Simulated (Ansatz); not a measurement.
# Dielectric response of MgS (110) films, part 2 of 2

How well do thin rocksalt MgS (110) films screen a perpendicular field?

Ansatz 0.2.0; plane-wave DFT, PBE, Ansatz PAW (set soft_1); PAW set soft_1 (the session's first sound run).

So far. Step 11 (Atoms held, 16 atoms, units 8, field -0.05 V/Å): The dipole is -0.0691 e·Å, and the gap on the mesh 1.681 eV. Step 12 (Response with the atoms held, 16 atoms, units 8): The induced dipole is that of a conductor 13.08 Å thick.

### 13. Relaxation, 24 atoms, units 12

This step: plane-wave DFT, PBE, Ansatz PAW (set soft_1); PAW set soft_1 (Ansatz 0.2.0).

System of this step: MgS (110), 12 units. The cell holds 24 atoms: 12 Mg and 12 S. Cell: a = 3.677 Å, b = 5.200 Å, c = 38.223 Å, α = 90.0°, β = 90.0°, γ = 90.0°. It derives from MgS (rocksalt MgS). Vacuum lies along c.

Contents of input.yaml:

```yaml
crystal:
  lattice:
    - [3.67695526, 0.0, 0.0]
    - [0.0, 5.2, 0.0]
    - [0.0, 0.0, 38.2232539419]
  atoms:
    - { symbol: Mg, position: [0.5, 0.5, 0.2354587606] }
    - { symbol: S, position: [0.5, 0.0, 0.2354587606] }
    - { symbol: Mg, position: [0.0, 0.0, 0.2835571678] }
    - { symbol: S, position: [0.0, 0.5, 0.2835571678] }
    - { symbol: Mg, position: [0.5, 0.5, 0.3316555749] }
    - { symbol: S, position: [0.5, 0.0, 0.3316555749] }
    - { symbol: Mg, position: [0.0, 0.0, 0.3797539821] }
    - { symbol: S, position: [0.0, 0.5, 0.3797539821] }
    - { symbol: Mg, position: [0.5, 0.5, 0.4278523893] }
    - { symbol: S, position: [0.5, 0.0, 0.4278523893] }
    - { symbol: Mg, position: [0.0, 0.0, 0.4759507964] }
    - { symbol: S, position: [0.0, 0.5, 0.4759507964] }
    - { symbol: Mg, position: [0.5, 0.5, 0.5240492036] }
    - { symbol: S, position: [0.5, 0.0, 0.5240492036] }
    - { symbol: Mg, position: [0.0, 0.0, 0.5721476107] }
    - { symbol: S, position: [0.0, 0.5, 0.5721476107] }
    - { symbol: Mg, position: [0.5, 0.5, 0.6202460179] }
    - { symbol: S, position: [0.5, 0.0, 0.6202460179] }
    - { symbol: Mg, position: [0.0, 0.0, 0.6683444251] }
    - { symbol: S, position: [0.0, 0.5, 0.6683444251] }
    - { symbol: Mg, position: [0.5, 0.5, 0.7164428322] }
    - { symbol: S, position: [0.5, 0.0, 0.7164428322] }
    - { symbol: Mg, position: [0.0, 0.0, 0.7645412394] }
    - { symbol: S, position: [0.0, 0.5, 0.7645412394] }
kpoints:
  mp_grid: { grid: [8, 6, 1] }
hamiltonian:
  xc: pbe
  pseudopotentials: { kind: paw, azcp: { folder: soft_1 } }
scf:
  occupations: { method: fixed }
  convergence: { dr2_threshold: 1.0e-09 }
efield:
  axis: 3
  dipole_correction: true
  ramp_position: 0.97
  ramp_width: 0.06
relax:
  f_tol: 0.003
  max_steps: 100
output:
  eigenvalues: true
  dos: { projected: true, e_range: [-7, 7] }
  write_potential: true
  write_density: true
  volumetric_format: npy
checkpoint:
  write: rel12.run
  compress: false
  write_wavefunctions: false
```

Run with:

```
$ ansatz run input.yaml --threads 4 --pin off --max-ram 8192MiB --backend cpu --events-out ev --progress --plain --runs-dir out
```

Elapsed: 3.7 min, on 4 threads of Intel Xeon Platinum 8488C (Sapphire Rapids), shared host; peak memory 2.6 GiB; 15 min of CPU time.

The steps of the relaxation:

```csv
step,energy less that of the first step (eV),largest force component (eV/Å)
1,0.0000,1.0263
2,-0.3268,0.4121
3,-0.3872,0.1104
4,-0.3920,0.0242
5,-0.3924,0.0036
6,-0.3924,0.0012
```

Forces are held to the 4 operations that the run works with; a distortion that breaks them can't arise in this run.

The atoms that moved most (Å):

| atom | dx | dy | dz | length |
| --- | --- | --- | --- | --- |
| Mg21 | 0.000 | 0.000 | 0.265 | 0.265 |
| Mg3 | 0.000 | 0.000 | -0.265 | 0.265 |
| Mg1 | 0.000 | 0.000 | 0.166 | 0.166 |
| Mg23 | 0.000 | 0.000 | -0.166 | 0.166 |
| S24 | 0.000 | 0.000 | 0.160 | 0.160 |
| S2 | 0.000 | 0.000 | -0.160 | 0.160 |
| Mg7 | 0.000 | 0.000 | -0.090 | 0.090 |
| Mg17 | 0.000 | 0.000 | 0.090 | 0.090 |

Running mean over 1.838 Å of the planar mean; the ramp of the sawtooth is left out. Electron's electrostatic potential energy less the highest filled level against z:

```csv
z (Å),electron's electrostatic potential energy less the highest filled level (eV)
4,5.06
5,5.06
6,5.03
7,4.64
8,0.679
9,-4.44
10,-5.86
11,-4.42
12,-3.89
13,-4.64
14,-4.76
15,-4.40
16,-4.48
17,-4.61
18,-4.59
19,-4.39
20,-4.58
21,-4.63
22,-4.54
23,-4.30
24,-4.68
25,-4.77
26,-4.19
27,-4.06
28,-5.54
29,-4.85
30,-0.909
31,4.27
32,5.01
33,5.06
34,5.06
```

The relaxation took 6 steps and lowered the energy by 0.39 eV; the largest force on the free atoms ends at 0.0012 eV/Å.

The gap is 1.79 eV, with the valence edge 5.06 eV and the conduction edge 3.27 eV under the upper vacuum level.

### 14. Atoms held, 24 atoms, units 12, field 0.05 V/Å

Contents of input.yaml:

```yaml
crystal:
  lattice:
    - [3.67695526, 0.0, 0.0]
    - [0.0, 5.2, 0.0]
    - [0.0, 0.0, 38.2232539419]
  atoms:
    - { symbol: Mg, position: [0.5, 0.5, 0.2398023933] }
    - { symbol: S, position: [0.5, 0.0, 0.2312844907] }
    - { symbol: Mg, position: [0.0, 0.0, 0.2766273167] }
    - { symbol: S, position: [0.0, 0.5, 0.2822438023] }
    - { symbol: Mg, position: [0.5, 0.5, 0.3323502394] }
    - { symbol: S, position: [0.5, 0.0, 0.3295448198] }
    - { symbol: Mg, position: [0.0, 0.0, 0.3773933486] }
    - { symbol: S, position: [0.0, 0.5, 0.3791032219] }
    - { symbol: Mg, position: [0.5, 0.5, 0.4279487767] }
    - { symbol: S, position: [0.5, 0.0, 0.4269163847] }
    - { symbol: Mg, position: [0.0, 0.0, 0.475199575] }
    - { symbol: S, position: [0.0, 0.5, 0.4759768296] }
    - { symbol: Mg, position: [0.5, 0.5, 0.5248004248] }
    - { symbol: S, position: [0.5, 0.0, 0.5240231703] }
    - { symbol: Mg, position: [0.0, 0.0, 0.572051223] }
    - { symbol: S, position: [0.0, 0.5, 0.5730836148] }
    - { symbol: Mg, position: [0.5, 0.5, 0.6226066514] }
    - { symbol: S, position: [0.5, 0.0, 0.6208967777] }
    - { symbol: Mg, position: [0.0, 0.0, 0.6676497604] }
    - { symbol: S, position: [0.0, 0.5, 0.6704551801] }
    - { symbol: Mg, position: [0.5, 0.5, 0.7233726836] }
    - { symbol: S, position: [0.5, 0.0, 0.7177561982] }
    - { symbol: Mg, position: [0.0, 0.0, 0.7601976068] }
    - { symbol: S, position: [0.0, 0.5, 0.7687155102] }
kpoints:
  mp_grid: { grid: [8, 6, 1] }
hamiltonian:
  xc: pbe
  pseudopotentials: { kind: paw, azcp: { folder: soft_1 } }
scf:
  occupations: { method: fixed }
  convergence: { dr2_threshold: 1.0e-10 }
efield:
  axis: 3
  dipole_correction: true
  ramp_position: 0.97
  ramp_width: 0.06
  amplitude: 0.05
output:
  write_potential: true
  write_density: true
  volumetric_format: npy
```

Elapsed: 51 s, on 4 threads; peak memory 2.9 GiB; 3.3 min of CPU time.

The dipole is 0.101 e·Å, and the gap on the mesh 1.610 eV.

### 15. Single point, 24 atoms, units 12, field -0.05 V/Å

Edit input.yaml of step 14 so:

```diff
@@ -43,3 +43,3 @@
   ramp_width: 0.06
-  amplitude: 0.05
+  amplitude: -0.05
 output:
```

The job ended after 50 s (4 threads; peak memory 2.9 GiB).

The dipole is -0.101 e·Å, and the gap on the mesh 1.610 eV.

### 16. Response with the atoms held, 24 atoms, units 12

This step: plane-wave DFT, PBE, Ansatz PAW (set soft_1); response to a field along the normal, atoms held; PAW set soft_1 (Ansatz 0.2.0).

Local field over the applied field, running mean. From the potentials at -0.05 and 0.05 V/Å; running mean over 1.838 Å, taken twice. Local field over applied field against z:

```csv
z (Å),local field over applied field
4,0.999
5,0.991
6,0.944
7,0.763
8,0.443
9,0.195
10,0.148
11,0.180
12,0.183
13,0.176
14,0.179
15,0.183
16,0.183
17,0.183
18,0.184
19,0.184
20,0.184
21,0.183
22,0.183
23,0.183
24,0.181
25,0.176
26,0.181
27,0.183
28,0.155
29,0.168
30,0.372
31,0.699
32,0.918
33,0.987
```

The induced dipole is that of a conductor 19.13 Å thick.

### 17. Field on, atoms free, 24 atoms, units 12, field 0.05 V/Å

This step: plane-wave DFT, PBE, Ansatz PAW (set soft_1); PAW set soft_1 (Ansatz 0.2.0).

The same pair of relaxations in the field for this thickness.

Edit input.yaml of step 15 so:

```diff
@@ -43,3 +43,6 @@
   ramp_width: 0.06
-  amplitude: -0.05
+  amplitude: 0.05
+relax:
+  f_tol: 0.0006
+  max_steps: 70
 output:
```

Wall time 1.7 min (4 threads); peak memory 2.3 GiB.

Hardly anything moved in the relaxation; the energy changed by under 0.2 meV an atom.

The relaxation took 4 steps and lowered the energy by 3.5e-4 eV; the largest force on the free atoms ends at 1.0e-4 eV/Å.

The dipole is 0.115 e·Å, and the gap on the mesh 1.729 eV.

### 18. Relaxing in the field, 24 atoms, units 12, field -0.05 V/Å

Edit input.yaml of step 17 so:

```diff
@@ -43,3 +43,3 @@
   ramp_width: 0.06
-  amplitude: 0.05
+  amplitude: -0.05
 relax:
```

Elapsed: 1.8 min, on 4 threads; peak memory 2.3 GiB; 6.9 min of CPU time.

Hardly anything moved in the relaxation; the energy changed by under 0.2 meV an atom.

The relaxation took 4 steps and lowered the energy by 3.5e-4 eV; the largest force on the free atoms ends at 1.0e-4 eV/Å.

The dipole is -0.115 e·Å, and the gap on the mesh 1.729 eV.

### 19. Response with the atoms relaxed, 24 atoms, units 12

This step: plane-wave DFT, PBE, Ansatz PAW (set soft_1); response to a field along the normal, atoms relaxed; PAW set soft_1 (Ansatz 0.2.0).

Numbers from this step:

- equivalent conductor thickness p/(ε₀AE): 21.79 Å
- inner field over outer field: 0.07314
- local ε in the middle: 13.67

Local field over the applied field, running mean. From the potentials at -0.05 and 0.05 V/Å; running mean over 1.838 Å, taken twice. Table of local field over applied field by z:

| z (Å) | local field over applied field |
| --- | --- |
| 4 | 0.999 |
| 5 | 0.991 |
| 6 | 0.934 |
| 7 | 0.729 |
| 8 | 0.412 |
| 9 | 0.0740 |
| 10 | -0.0252 |
| 11 | 0.108 |
| 12 | 0.127 |
| 13 | 0.0310 |
| 14 | 0.0281 |
| 15 | 0.0885 |
| 16 | 0.0760 |
| 17 | 0.0448 |
| 18 | 0.0557 |
| 19 | 0.0755 |
| 20 | 0.0652 |
| 21 | 0.0460 |
| 22 | 0.0615 |
| 23 | 0.0854 |
| 24 | 0.0452 |
| 25 | 0.0295 |
| 26 | 0.119 |
| 27 | 0.129 |
| 28 | -0.0338 |
| 29 | 0.00376 |
| 30 | 0.353 |
| 31 | 0.678 |
| 32 | 0.897 |
| 33 | 0.986 |

The induced dipole is that of a conductor 21.79 Å thick.

### 20. Electronic ε from the series

This step: plane-wave DFT, PBE, Ansatz PAW (set soft_1); permittivity from the thickness series, atoms held; PAW set soft_1 (Ansatz 0.2.0).

Each added layer adds t(1 − 1/ε) to the dipole term, so the slope against thickness gives ε without a choice of where the film ends.

Numbers from this step:

```
slope                : 0.8134
intercept of the fit : 2.413 Å
ε of the interior    : 5.360
```

Equivalent conductor thickness against distance between the outer atoms:

| distance between the outer atoms (Å) | equivalent conductor thickness (Å) |
| --- | --- |
| 7.52 | 8.54 |
| 13.13 | 13.1 |
| 20.54 | 19.1 |

By hand, from the thinnest and the thickest film: slope = (19.129 − 8.536) / (20.542 − 7.517) = 0.813, so ε = 1/(1 − 0.813) = 5.36.

### 21. Static ε from the series

This step: plane-wave DFT, PBE, Ansatz PAW (set soft_1); permittivity from the thickness series, atoms relaxed; PAW set soft_1 (Ansatz 0.2.0).

The same fit for the relaxed films. The nearer its slope lies to 1, the more ε hangs on small errors.

Numbers from this step:

```yaml
slope: 0.9258
intercept_of_the_fit: 2.775 Å
eps_of_the_interior: 13.47
```

Equivalent conductor thickness against distance between the outer atoms:

```csv
distance between the outer atoms (Å),equivalent conductor thickness (Å)
7.51,9.73
20.54,21.8
```

By hand, from the thinnest and the thickest film: slope = (21.792 − 9.731) / (20.543 − 7.515) = 0.926, so ε = 1/(1 − 0.926) = 13.5. One nm of such a film has the capacitance of 3.9/13.5 = 0.29 nm of SiO₂ (its equivalent oxide thickness).

### 22. The bulk crystal

This step: plane-wave DFT, PBE, Ansatz PAW (set soft_1); PAW set soft_1 (Ansatz 0.2.0).

System of this step: rocksalt MgS. The structure is cubic, space group Fm-3m (No. 225). The conventional cell has a = 5.200 Å, b = 5.200 Å, c = 5.200 Å, α = 90.00°, β = 90.00°, γ = 90.00°. Mg has 6 S at 2.60 Å nearest. Nearest to S lie 6 Mg at 2.60 Å. Farther neighbours and most contacts between anions are not listed.

Band edges are better read in the bulk than in a thin slab, where confinement and surface states shift them. The bulk run gives them against its mean potential.

Contents of input.yaml:

```yaml
crystal:
  lattice:
    - [0.0, 2.6, 2.6]
    - [2.6, 0.0, 2.6]
    - [2.6, 2.6, 0.0]
  atoms:
    - { symbol: Mg, position: [0.0, 0.0, 0.0] }
    - { symbol: S, position: [0.5, 0.5, 0.5] }
kpoints:
  mp_grid: { grid: [10, 10, 10] }
  band_path: { path: [VBM, CBM], npoints: 1 }
hamiltonian:
  xc: pbe
  pseudopotentials: { kind: paw, azcp: { folder: soft_1 } }
scf:
  occupations: { method: fixed }
  convergence: { dr2_threshold: 1.0e-09 }
output:
  eigenvalues: true
checkpoint:
  write: bulk.run
  compress: false
  write_wavefunctions: false
```

Elapsed: 0.8 s, on 4 threads; peak memory 0.31 GiB; 2 s of CPU time.

This step gave:

- gap on the k-mesh: 2.793 eV
- gap along the path: 2.793 eV
- smallest direct gap along the path: 3.737 eV
- gap, the smaller of path and mesh: 2.793 eV

The gap is 2.79 eV.

### 23. Band edges against the vacuum, levels PBE

This step: plane-wave DFT, PBE, Ansatz PAW (set soft_1); band edges against the vacuum, bulk levels by PBE; PAW set soft_1 (Ansatz 0.2.0).

System of this step: MgS (110), 12 units. The cell holds 24 atoms: 12 Mg and 12 S. Its edges and angles: a = 3.677 Å, b = 5.200 Å, c = 38.223 Å, α = 90.0°, β = 90.0°, γ = 90.0°. It derives from MgS (rocksalt MgS). Vacuum lies along c.

The averaged potential in the middle of the thickest slab ties the bulk's levels to the vacuum level.

Contents of align.yaml:

```yaml
surface:
  bulk: { run: bulk.run }
  slab: { run: rel12.run, axis: 3 }
  face: plus
  period: 1.83848
```

Run with:

```
$ ansatz align-bands align.yaml -- --threads 4 --pin off
```

Run time: 0.05 s. Hardware: 4 threads.

Numbers from this step:

```
ionisation energy : 5.418 eV
electron affinity : 2.625 eV
slab level shift  : 0.3583 eV
```

Check by hand: ionisation energy less affinity, 5.42 − (2.63) = 2.79 eV, is the bulk gap at this level.

The program warns that the averaged potential varies by 0.20 eV in the slab's middle, which these edges carry as an error.

### 24. The bulk with HSE06

This step: plane-wave DFT, HSE06, Ansatz PAW (set soft_1); PAW set soft_1 (Ansatz 0.2.0).

System of this step: rocksalt MgS. Symmetry: Fm-3m, No. 225, cubic system. The conventional cell has a = 5.200 Å, b = 5.200 Å, c = 5.200 Å, α = 90.00°, β = 90.00°, γ = 90.00°. Nearest to Mg lie 6 S at 2.60 Å. S has 6 Mg at 2.60 Å nearest. Farther neighbours and most contacts between anions are not listed.

A hybrid functional removes part of the gap error, and is affordable in the small bulk cell.

input.yaml, the sections that differ from step 22:

```yaml
kpoints:
  mp_grid: { grid: [6, 6, 6] }
hamiltonian:
  xc: hse06
  pseudopotentials: { kind: paw, azcp: { folder: soft_1 } }
scf:
  occupations: { method: fixed }
  convergence: { dr2_threshold: 1.0e-08 }
checkpoint:
  write: bulk-hse.run
  compress: false
  write_wavefunctions: false
# crystal, output: as in step 22
```

Run with:

```
$ ansatz run input.yaml --threads 4 --pin off --max-ram 8192MiB --backend cpu --events-out ev --progress --plain --runs-dir out
```

Wall time 2.6 s (4 threads); peak memory 0.87 GiB.

Numbers from this step:

| Item | Value |
| --- | --- |
| gap on the k-mesh | 3.808 eV |

The gap is 3.81 eV.

### 25. Band edges against the vacuum, levels HSE06

This step: plane-wave DFT, PBE, Ansatz PAW (set soft_1); band edges against the vacuum, bulk levels by HSE06; PAW set soft_1 (Ansatz 0.2.0).

System of this step: MgS (110), 12 units. The cell holds 24 atoms: 12 Mg and 12 S. Its edges and angles: a = 3.677 Å, b = 5.200 Å, c = 38.223 Å, α = 90.0°, β = 90.0°, γ = 90.0°. It derives from MgS (rocksalt MgS). Vacuum lies along c.

The same line-up with the hybrid's levels.

Contents of align.yaml:

```yaml
surface:
  bulk: { run: bulk.run, levels_from: { run: bulk-hse.run } }
  slab: { run: rel12.run, axis: 3 }
  face: plus
  period: 1.83848
```

Run with:

```
$ ansatz align-bands align.yaml -- --threads 4 --pin off
```

Wall time 0.07 s (4 threads).

This step gave:

```yaml
ionisation_energy: 6.078 eV
electron_affinity: 2.270 eV
```

Check by hand: ionisation energy less affinity, 6.08 − (2.27) = 3.81 eV, is the bulk gap at this level.

The program warns that the averaged potential varies by 0.20 eV in the slab's middle, which these edges carry as an error.

### 26. Varying the input: scf.convergence.dr2_threshold = 1e-08

This step: plane-wave DFT, PBE, Ansatz PAW (set soft_1) (Ansatz 0.2.0).

System of this step: MgS (110), 5 units. The cell holds 10 atoms: 5 Mg and 5 S. Cell: a = 3.677 Å, b = 5.200 Å, c = 25.354 Å, α = 90.0°, β = 90.0°, γ = 90.0°. It derives from MgS (rocksalt MgS). Vacuum lies along c.

A run with a changed input: it repeats the earlier run at 0.05 V/Å, 5 units with scf.convergence.dr2_threshold from 1e-10 to 1e-08.

Contents of input.yaml:

```yaml
crystal:
  lattice:
    - [3.67695526, 0.0, 0.0]
    - [0.0, 5.2, 0.0]
    - [0.0, 0.0, 25.3539105243]
  atoms:
    - { symbol: Mg, position: [0.5, 0.5, 0.3628574156] }
    - { symbol: S, position: [0.5, 0.0, 0.3517574179] }
    - { symbol: Mg, position: [0.0, 0.0, 0.4213594138] }
    - { symbol: S, position: [0.0, 0.5, 0.4272119772] }
    - { symbol: Mg, position: [0.5, 0.5, 0.4999999995] }
    - { symbol: S, position: [0.5, 0.0, 0.500000001] }
    - { symbol: Mg, position: [0.0, 0.0, 0.5786405852] }
    - { symbol: S, position: [0.0, 0.5, 0.572788023] }
    - { symbol: Mg, position: [0.5, 0.5, 0.6371425844] }
    - { symbol: S, position: [0.5, 0.0, 0.6482425824] }
kpoints:
  mp_grid: { grid: [8, 6, 1] }
hamiltonian:
  xc: pbe
  pseudopotentials: { kind: paw, azcp: { folder: soft_1 } }
scf:
  occupations: { method: fixed }
  convergence: { dr2_threshold: 1.0e-08 }
efield:
  axis: 3
  dipole_correction: true
  ramp_position: 0.97
  ramp_width: 0.06
  amplitude: 0.05
output:
  write_potential: true
  write_density: true
  volumetric_format: npy
```

Run with:

```
$ ansatz run input.yaml --threads 4 --pin off --max-ram 8192MiB --backend cpu --events-out ev --progress --plain --runs-dir out
```

Elapsed: 10 s, on 4 threads; peak memory 1.1 GiB; 39 s of CPU time.

This step gave:

```
gap on the k-mesh       : 1.392 eV
dipole along the normal : 0.04511 e·Å
```

```csv
quantity,this run,earlier run,difference
dipole along the normal (e·Å),0.04511,0.04510,1.2e-5
gap on the k-mesh (eV),1.392,1.392,-1.5e-5
```

Nothing in the table moves by 0.01 in its unit (for the dipole 0.5 % and 5e-5 e·Å). The run took 11 SCF cycles against 12.

### 27. A changed input

An input spoilt on purpose, to show how the run answers: it repeats the earlier run at 0.05 V/Å, 5 units with efield.axis from 3 to 2, and scf.max_iter set to 100.

Edit input.yaml of step 26 so:

```diff
@@ -23,5 +23,6 @@
   occupations: { method: fixed }
-  convergence: { dr2_threshold: 1.0e-08 }
+  convergence: { dr2_threshold: 1.0e-10 }
+  max_iter: 100
 efield:
-  axis: 3
+  axis: 2
   dipole_correction: true
```

Run time: 0.21 s. Hardware: 4 threads; peak memory 0.5 GiB.

The input was rejected at the start.

The program's message: “Error: efield: ion 1 (S) at fractional coordinate 0.0000 along the field axis lies inside the sawtooth ramp with 2 of the planes that the density is read on at each end, [0.9144, 0.0856] — the ramp mu …”

The fault put into the input: the field along an axis without vacuum.

### 28. Outcome

```
electronic ε from the thickness series : 5.36
static ε from the thickness series     : 13.5
local electronic ε, middle of 12 units : 5.45
ionisation energy, levels by PBE       : 5.42 eV
electron affinity, levels by PBE       : 2.63 eV
ionisation energy, levels by HSE06     : 6.08 eV
electron affinity, levels by HSE06     : 2.27 eV
```

In words: The films give an electronic ε of 5.36 and a static ε of 13.5. The slope of the series and the field inside the thickest film give 5.36 and 5.45, in agreement. Ions raise ε from 5.36 to 13.5. The static value rests on two thicknesses alone. HSE06 levels deepen the valence edge by 0.66 eV on the same PBE surface dipole. The alignment warns that the averaged potential still varies by 0.20 eV in the slab's middle, which the band edges carry as an error. The in-plane lattice constants are held at typed bulk values. Semilocal functionals tend to overestimate the electronic ε a little.

[Logs are printed without paths, hosts, clocks, repeated set-up lines and the standing remarks that a program may print on its own settings, such as how far it seeks lower states.]

[Hosts, paths, dates, database ids (printed as entryN), source tags and the programs' standing remarks are cut or masked in the printed files.]

[Maps of the electrostatic potential energy from Ansatz leave out the sawtooth potential of an applied field or a dipole correction, so their vacuum need not be flat; planar profiles and work functions include it.]
